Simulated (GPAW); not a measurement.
# TiGe2As4 monolayer in an electric field, part 2 of 2

Aim: the dipole that a field along the normal induces in TiGe2As4 monolayer.

GPAW 26.7.0; GPAW, PAW setups; layer in a repeated cell with vacuum, relaxation of atoms and in-plane cell (the session's first sound run).

So far. Step 5 (In a field): The dipole is now -0.0848 e Å, against 0.0018 in the run without a field.

## (8) In a field

Contents of run.py:

```python
import json
import numpy as np
from ase import Atoms
from gpaw import GPAW, PW
from gpaw.external import ConstantElectricField

slab = Atoms(
    ['As', 'Ge', 'As', 'Ti', 'As', 'Ge', 'As'],
    positions=[
        [0.00000, 0.00000, 8.00000],
        [0.00000, 2.18820, 9.15078],
        [0.00000, 2.18820, 11.61384],
        [0.00000, 0.00000, 13.05336],
        [0.00000, 2.18820, 14.49287],
        [0.00000, 2.18820, 16.95593],
        [-0.00000, -0.00000, 18.10671]],
    cell=[[3.79006, -0.0, 0.0], [-1.89503, 3.28228, 0.0], [0.0, 0.0, 26.1067]],
    pbc=[True, True, False])

slab.calc = GPAW(mode=PW(400), xc='PBE', kpts={'size': (9, 9, 1), 'gamma': True},
                 occupations={'name': 'fermi-dirac', 'width': 0.05}, nbands='200%',
                 convergence={'density': 1e-05}, maxiter=200,
                 poissonsolver={'dipolelayer': 'xy'},
                 external=ConstantElectricField(0.1, [0, 0, 1]),
                 symmetry={'tolerance': 1e-3}, txt='slab.txt')
result = {}
energy = slab.get_potential_energy()
fermi = slab.calc.get_fermi_level()
v = slab.calc.get_electrostatic_potential().mean((0, 1)) - fermi
n = slab.calc.get_pseudo_density().mean((0, 1))
L = slab.cell[2, 2]
z = np.arange(len(v)) * L / len(v)
low, high = slab.positions[:, 2].min(), slab.positions[:, 2].max()
below, above = np.interp([low - 5.8, high + 5.8], z, v)
slopes = [np.interp(x, z, np.gradient(v, z)) for x in (low - 5.8, high + 5.8)]
eps = np.array([[slab.calc.get_eigenvalues(k, s) for k in range(len(slab.calc.get_ibz_k_points()))]
                for s in range(slab.calc.get_number_of_spins())]) - fermi
top, bottom = eps[eps < 0].max(), eps[eps > 0].min()
dipole = slab.get_dipole_moment()[2]
print(f'energy {energy:.4f} eV, Fermi level {fermi:.4f} eV, dipole {dipole:.5f} e A')
print(f'potential 5.8 A off the faces, from the Fermi level: lower {below:.4f} eV, upper {above:.4f} eV')
print(f'slope of the potential there: lower {slopes[0]:.5f}, upper {slopes[1]:.5f} eV/A')
print(f'nearest levels on the mesh: {top:.4f} and {bottom:.4f} eV')
print('magnetic moment', round(slab.get_magnetic_moment(), 3))
result.update(energy=energy, fermi=fermi, dipole=dipole, below=below, above=above, slopes=slopes, edges=[top, bottom],
              z=z.tolist(), v=v.tolist(), n=n.tolist(), positions=slab.positions.tolist(),
              forces=slab.get_forces(apply_constraint=False).tolist(), moments=slab.get_magnetic_moments().tolist())
json.dump(result, open('result.json', 'w'))
```

Run with:

```
$ OMP_NUM_THREADS=1 OPENBLAS_NUM_THREADS=1 python run.py
```

The job ended after 6.5 min (1 thread of Arm Neoverse V1, shared host; peak memory 0.47 GiB).

Electrostatic potential energy of an electron (without an applied field's), less the Fermi level, planar mean against z:

z (Å), electrostatic potential energy of an electron (without an applied field's), less the Fermi level, planar mean (eV) and a bar from the least value:
```
      0.0        5.1 #############################
      0.5        5.7 ##############################
      1.0        5.7 ##############################
      1.5        5.7 ##############################
      2.0        5.7 ##############################
      2.5        5.7 ##############################
      3.0        5.7 ##############################
      3.5        5.7 ##############################
      4.0        5.7 ##############################
      4.5        5.7 ##############################
      5.0        5.7 ##############################
      5.5        5.6 ##############################
      6.0        5.5 ##############################
      6.5        5.1 #############################
      7.0        3.2 ##########################
      7.5       -3.3 ################
      8.0      -12.2 #
      8.5       -8.4 ########
      9.0      -11.5 ###
      9.5       -6.6 ##########
     10.0        1.1 #######################
     10.5        2.7 #########################
     11.0       -1.3 ###################
     11.5      -10.5 ####
     12.0       -7.1 ##########
     12.5       -5.3 ############
     13.0      -11.3 ###
     13.5       -6.6 ##########
     14.0       -5.9 ############
     14.5      -11.5 ###
     15.0       -3.4 ###############
     15.5        1.9 ########################
     16.0        1.3 #######################
     16.5       -5.0 #############
     17.0      -12.8 #
     17.5       -9.0 #######
     18.0      -13.1 
     18.5       -6.6 ##########
     19.0        1.3 #######################
     19.5        3.6 ###########################
     20.0        4.3 ############################
     20.5        4.4 ############################
     21.0        4.4 ############################
     21.5        4.4 ############################
     22.0        4.4 ############################
     22.5        4.4 ############################
     23.0        4.4 ############################
     23.5        4.4 ############################
     24.0        4.4 ############################
     24.5        4.4 ############################
     25.0        4.4 ############################
     25.5        4.4 ############################
     26.0        4.9 #############################
```

The dipole is now 0.0848 e Å, against 0.0018 in the run without a field.

## (9) In a field

Changes to run.py since step 8:

```diff
@@ -23,3 +23,3 @@
                  poissonsolver={'dipolelayer': 'xy'},
-                 external=ConstantElectricField(0.1, [0, 0, 1]),
+                 external=ConstantElectricField(0.2, [0, 0, 1]),
                  symmetry={'tolerance': 1e-3}, txt='slab.txt')
```

Run time: 5.1 min. Hardware: 1 thread; peak memory 0.47 GiB.

The dipole is now 0.170 e Å, against 0.0018 in the run without a field.

## (10) Field on

Changes to run.py since step 9:

```diff
@@ -23,3 +23,3 @@
                  poissonsolver={'dipolelayer': 'xy'},
-                 external=ConstantElectricField(0.2, [0, 0, 1]),
+                 external=ConstantElectricField(0.3, [0, 0, 1]),
                  symmetry={'tolerance': 1e-3}, txt='slab.txt')
```

Elapsed: 5.6 min, on 1 thread; peak memory 0.47 GiB.

The electrostatic potential energy of an electron (without an applied field's), less the Fermi level, planar mean oscillates, so the rows of the table below give means over windows of 1.88 Å about each position, cut where the curve ends. Its maxima inside the range that stand out by 2 % of the span (Å: eV): 1.8: 6.93, 8.6: -7.24, 10.4: 3.31, 12.3: -4.28, 13.8: -4.71, 15.7: 1.78, 17.5: -9.85. Its minima: 8.0: -11.5, 9.1: -11.3, 11.6: -10.9, 13.1: -11.5, 14.5: -11.8, 17.0: -13.6, 18.1: -14.4.

The electrostatic potential energy of an electron (without an applied field's), less the Fermi level, planar mean by z; means over each step:

| z (Å) | electrostatic potential energy of an electron (without an applied field's), less the Fermi level, planar mean (eV) |
| --- | --- |
| 0.94 | 6.74 |
| 2.82 | 6.92 |
| 4.70 | 6.91 |
| 6.58 | 4.93 |
| 8.46 | -9.01 |
| 10.34 | -0.0541 |
| 12.22 | -8.10 |
| 14.10 | -7.90 |
| 15.98 | -2.41 |
| 17.86 | -10.8 |
| 19.74 | 2.20 |
| 21.62 | 3.22 |
| 23.50 | 3.22 |
| 25.38 | 3.34 |

The dipole is now 0.255 e Å, against 0.0018 in the run without a field.

## (11) The series

The members are put on one axis.

This step: induced dipole against applied field (GPAW 26.7.0).

Table of dipole along the normal by field:

| field (V/Å) | dipole along the normal (e·Å) |
| --- | --- |
| -0.200 | -0.170 |
| -0.100 | -0.0848 |
| -0.050 | -0.0424 |
| 0.000 | 0.00177 |
| 0.050 | 0.0424 |
| 0.100 | 0.0848 |
| 0.200 | 0.170 |
| 0.300 | 0.255 |

## (12) A changed run

One more run, with changed settings.

This step: GPAW, PAW setups; slab in vacuum (GPAW 26.7.0).

Changes to run.py since step 10:

```diff
@@ -4,3 +4,2 @@
 from gpaw import GPAW, PW
-from gpaw.external import ConstantElectricField
 
@@ -19,7 +18,6 @@
 
-slab.calc = GPAW(mode=PW(400), xc='PBE', kpts={'size': (9, 9, 1), 'gamma': True},
+slab.calc = GPAW(mode=PW(400), xc='PBE', kpts={'size': (1, 1, 1), 'gamma': True},
                  occupations={'name': 'fermi-dirac', 'width': 0.05}, nbands='200%',
-                 convergence={'density': 1e-05}, maxiter=200,
+                 convergence={'density': 1e-05}, maxiter=50,
                  poissonsolver={'dipolelayer': 'xy'},
-                 external=ConstantElectricField(0.3, [0, 0, 1]),
                  symmetry={'tolerance': 1e-3}, txt='slab.txt')
```

Run time: 11 s. Hardware: 1 thread; peak memory 0.19 GiB.

The run finished. A setting was moved off its sound value on purpose, so it serves as a test and not as the result.

The fault put into the input: one k-point (kpts = [1, 1]).

The two runs compared:

| quantity | this run | sound run | difference |
| --- | --- | --- | --- |
| upper work function (eV) | 4.8347 | 5.0635 | -0.229 |
| lower work function (eV) | 4.8385 | 5.0674 | -0.229 |

One result that differs is the upper work function, 4.83 eV against 5.06 eV.

## (13) Results

| Item | Value |
| --- | --- |
| work function, both faces | 5.06 eV |
| dipole along the normal | 0.0018 e Å, near the numerical noise |
| induced dipole per field | 0.848 e Å per V/Å |
| out-of-plane polarisability per area, α/(ε0 A) | 12.3 Å |

What this shows: The field induces 0.848 e Å per V/Å, a polarisable thickness α/(ε0 A) of 12.3 Å beside 10.1 Å between the outermost nuclei. A perfect conductor would give the distance between its two image planes; a dielectric of thickness t gives t(1 - 1/ε). The induced dipole is linear in the field over this range. The small printed dipole stands for a step of -26 meV from the lower to the upper face, and the probes find -3.8 meV; values this small are near the numerical noise of both. The runs had no spin polarisation, so a magnetic state, which thin layers of d-metal atoms can have, wasn't tested. The layer's cell and atoms come from the relaxation; spin-orbit coupling and temperature are left out.

[Logs are printed without paths, hosts, clocks, repeated set-up lines and the standing remarks that a program may print on its own settings, such as how far it seeks lower states.]

[Hosts, paths, dates, database ids (printed as entryN), source tags and the programs' standing remarks are cut or masked in the printed files.]
